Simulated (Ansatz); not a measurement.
# WSe2 (P6_3/mmc): converging the G0W0 gap, part 2 of 2

How do accuracy and time trade against each other in G0W0 on WSe2 (P6_3/mmc)?

Ansatz 0.2.0; G0W0 on PBE, plane waves, PAW. Known limits of the many-body steps: not at the basis limit; no spin-orbit coupling; coarse k mesh.

So far. Step 4 (780 empty bands, screening to 200 eV): Against the run with 6×6×2 mesh, 362 empty bands, screening to 120 eV, the gap moves by +0.03 eV.

The database entry behind the starting cell differs from later determinations by our own check (a about 0.2 % long), so it need not match the best structure at ambient conditions.

### Step 5. Changing the frequency model: 6×6×2 mesh, 362 empty bands, screening to 120 eV, plasmon pole

A plasmon pole stands in for the full frequency dependence of the screening; this run shows what that costs in accuracy. Bands and cutoff differ from the step before, so it is read against an earlier run that matches them.

Contents of input.yaml:

```yaml
crystal:
  lattice:
    - [3.29, 0.0, 0.0]
    - [-1.645, 2.8492235785, 0.0]
    - [0.0, 0.0, 12.97]
  atoms:
    - { symbol: W, position: [0.3333333333, 0.6666666667, 0.25] }
    - { symbol: W, position: [0.6666666667, 0.3333333333, 0.75] }
    - { symbol: Se, position: [0.3333333333, 0.6666666667, 0.621] }
    - { symbol: Se, position: [0.6666666667, 0.3333333333, 0.121] }
    - { symbol: Se, position: [0.3333333333, 0.6666666667, 0.879] }
    - { symbol: Se, position: [0.6666666667, 0.3333333333, 0.379] }
kpoints:
  mp_grid: { grid: [6, 6, 2] }
hamiltonian:
  xc: pbe
scf:
  occupations: { method: fixed }
gw:
  n_empty_bands: 362
  ecut_chi: 120
  qp_bands: [v2, c2]
  qp_kpoints: band_edges
  screening: { model: godby_needs }
```

Run with:

```console
$ ansatz run input.yaml --threads 3 --pin off --max-ram 92160MiB --backend cuda --events-out ev --progress --plain --runs-dir out --devices 1 --max-vram 13GiB  # rebuilt from the run's record
```

Numbers of over 12 decimals in the logs are rounded to 6 here.

The program printed:

```text
GPUs: using 1 of 1 available (devices: 1).
[...]
GPU FFT provider: cuFFT
GPU libraries: cuBLAS 13.8.2, cuFFT 12.4.0, cuSOLVER 12.3.4
Crystal: 6 atoms, lattice volume = 121.580 Å³
Basis set: ecut = 420 eV, 2419 PW (Γ)
Bands: 56, of which v1, the nominal top of the filled ones, is band 46 counted from 1 (45 counted from 0)
Symmetry: 24 space group operations
[...]
k-points: 14 of 72
[...]
1    48     15.6022   -13.8250    -4.0541   -18.1422  0.7993    15.8657    15.8653  root
[...]
13    45     12.6187   -18.3733     0.3894   -17.7227  0.7945    12.3574    12.3576  root
    13    46     12.6187   -18.3733     0.3894   -17.7227  0.7945    12.3574    12.3576  root
    13    47     14.2841   -15.5713    -3.8595   -19.6909  0.7930    14.5445    14.5442  root
    13    48     14.2841   -15.5713    -3.8595   -19.6909  0.7930    14.5445    14.5442  root
[key lines of the parts left out:]
SCF converged after 6 iterations
Free energy (F): -42649.206099 eV
Fermi energy:    12.956967 eV
```

Wall time 34 s (1 × NVIDIA H100 80GB HBM3 (shared by 6 runs) with 3 threads of AMD EPYC 7R13 (Zen 3), shared host); peak memory 2.3 GiB; 70 s of CPU time.

This step gave:

```
bands summed                                 : 408
plasmon-pole fit frequency                   : 32.30 eV
RPA ε∞ on this mesh (eigenvalues)            : 7.125, 15.37, 15.37
plane waves in the screening matrix          : 341
G0W0 gap on the mesh                         : 1.277 eV
k of the valence top                         : 0, 0, 0
k of the conduction bottom                   : 0.1667, 0.1667, 0
starting gap on the mesh                     : 0.9758 eV
least direct G0W0 gap on the computed points : 2.019 eV
```

Against the run with 6×6×2 mesh, 362 empty bands, screening to 120 eV, the gap moves by +0.017 eV.

### Step 6. Changing the files: 6×6×2 mesh, 362 empty bands, screening to 120 eV, hard PAW files

Other atomic data (hard PAW) test the pseudisation: the cutoff goes from 420 to 760 eV and the valence electrons from 92 to 120, which opens shells that were frozen.

Edit input.yaml of step 5 so:

```diff
@@ -16,2 +16,3 @@
   xc: pbe
+  pseudopotentials: { kind: paw, source: ansatz }
 scf:
@@ -23,2 +24,2 @@
   qp_kpoints: band_edges
-  screening: { model: godby_needs }
+  screening: { model: contour_deformation }
```

The program printed:

```text
GPUs: using 1 of 1 available (devices: 1).
[...]
GPU FFT provider: cuFFT
GPU libraries: cuBLAS 13.8.2, cuFFT 12.4.0, cuSOLVER 12.3.4
Crystal: 6 atoms, lattice volume = 121.580 Å³
Basis set: ecut = 760 eV, 5861 PW (Γ)
Bands: 72, of which v1, the nominal top of the filled ones, is band 60 counted from 1 (59 counted from 0)
Symmetry: 24 space group operations
[...]
k-points: 14 of 72
[...]
1    62     17.5663   -13.8598    -4.0865   -18.1698  0.7550    17.7908    17.7898  root
[...]
13    59     14.5838   -18.3914     0.4567   -17.7336  0.7528    14.3822    14.3827  root
    13    60     14.5838   -18.3914     0.4567   -17.7336  0.7528    14.3822    14.3827  root
    13    61     16.2499   -15.5769    -3.8767   -19.6915  0.7464    16.4886    16.4877  root
    13    62     16.2499   -15.5769    -3.8767   -19.6915  0.7464    16.4886    16.4877  root
[key lines of the parts left out:]
SCF converged after 10 iterations
Free energy (F): -57642.162479 eV
Fermi energy:    14.919853 eV
```

Elapsed: 49 s, on 1 × NVIDIA H100 80GB HBM3 (shared by 6 runs) with 3 threads; peak memory 2.1 GiB; 70 s of CPU time.

This step gave:

```
bands summed                                 : 422
RPA ε∞ on this mesh (eigenvalues)            : 7.125, 15.37, 15.37
plane waves in the screening matrix          : 341
G0W0 gap on the mesh                         : 1.261 eV
k of the valence top                         : 0, 0, 0
k of the conduction bottom                   : 0.1667, 0.1667, 0
starting gap on the mesh                     : 0.9770 eV
least direct G0W0 gap on the computed points : 1.947 eV
```

Against the run with 6×6×2 mesh, 362 empty bands, screening to 120 eV, the gap moves by +0.0004 eV.

### Step 7. The runs together

Times are wall times on 1 × NVIDIA H100 80GB HBM3 (shared by 6 runs) with 3 threads of AMD EPYC 7R13 (Zen 3), shared host, good to a factor of about two.

```tsv
mesh	files	frequency	bands summed	cutoff (eV)	start (eV)	G0W0 (eV)	time	host memory (GiB)
6×6×2	default PAW	contour deformation	174	60	0.976	1.186	16 s	1.2
6×6×2	default PAW	contour deformation	408	120	0.976	1.261	39 s	1.6
6×6×2	default PAW	contour deformation	826	200	0.976	1.295	60 s	3.1
6×6×2	default PAW	plasmon pole	408	120	0.976	1.277	34 s	2.3
6×6×2	hard PAW	contour deformation	422	120	0.977	1.261	49 s	2.1
```

The parts of the quasiparticle energy at the two band edges (eV; QP = start + Σx + Σc − Vxc):

```tsv
run	edge	start	Σx	Σc	Vxc	Z	QP
174 bands	valence top	12.96	-19.39	0.87	-18.76	0.76	13.21
174 bands	conduction bottom	13.93	-13.07	-3.26	-16.79	0.77	14.39
408 bands	valence top	12.96	-19.39	0.46	-18.76	0.75	12.79
408 bands	conduction bottom	13.93	-13.07	-3.60	-16.79	0.76	14.06
826 bands	valence top	12.96	-19.39	0.26	-18.76	0.75	12.60
826 bands	conduction bottom	13.93	-13.07	-3.76	-16.79	0.76	13.89
```

### Step 8. Outcome

| Property | Result |
| --- | --- |
| 174 bands, 60 eV | 1.186 eV |
| 408 bands, 120 eV | 1.261 eV |
| 826 bands, 200 eV | 1.295 eV |
| estimated limit in bands and cutoff | 1.33 eV |
| mesh and start | 6×6×2, PBE |

What this shows: A line in one over the bands through the two highest rungs gives 1.33 eV, +0.03 eV from the top rung; the pair below gives 1.32 eV, in fair agreement. The rungs stand 0.14 eV (174 bands), 0.07 eV (408 bands) and 0.03 eV (826 bands) from it. From 174 to 826 bands the gap moves by +0.11 eV while the time grows 3.7-fold. Σc changes by −0.61 eV at the valence top and −0.50 eV at the conduction bottom, so the levels themselves move more than the gap between them. The plasmon-pole model gives +0.02 eV against contour deformation, 6 % of the correction (the least direct gap moves by +0.07 eV). Hard PAW files move the gap by +0.0004 eV at equal bands and cutoff, +0.001 eV of it in the start. The cheapest rung within 0.1 eV of this estimate is that with 408 bands (39 s). The 6×6×2 mesh is coarse for this cell (its supercell is 20 Å along the shortest edge). The RPA ε∞ on it, from the PBE start, is 7.12 and 15.25; such meshes misread the long-range screening, most where the gap is narrow. The many-body steps are scalar-relativistic: spin-orbit coupling is not in them.

[Paths, hosts, dates, memory and timing lines, banners, echoed tables and standing remarks are left out of the program output.]

[Logs are printed without paths, hosts, clocks, repeated set-up lines and the standing remarks that a program may print on its own settings, such as how far it seeks lower states.]

[Runs of the session that timed out or met a known fault of the program may be left out.]

[Cells called generated may have been cut or substituted from an entry of the Crystallography Open Database or the Materials Project.]

[Hosts, paths, dates, database ids (printed as entryN), source tags and the programs' standing remarks are cut or masked in the printed files.]
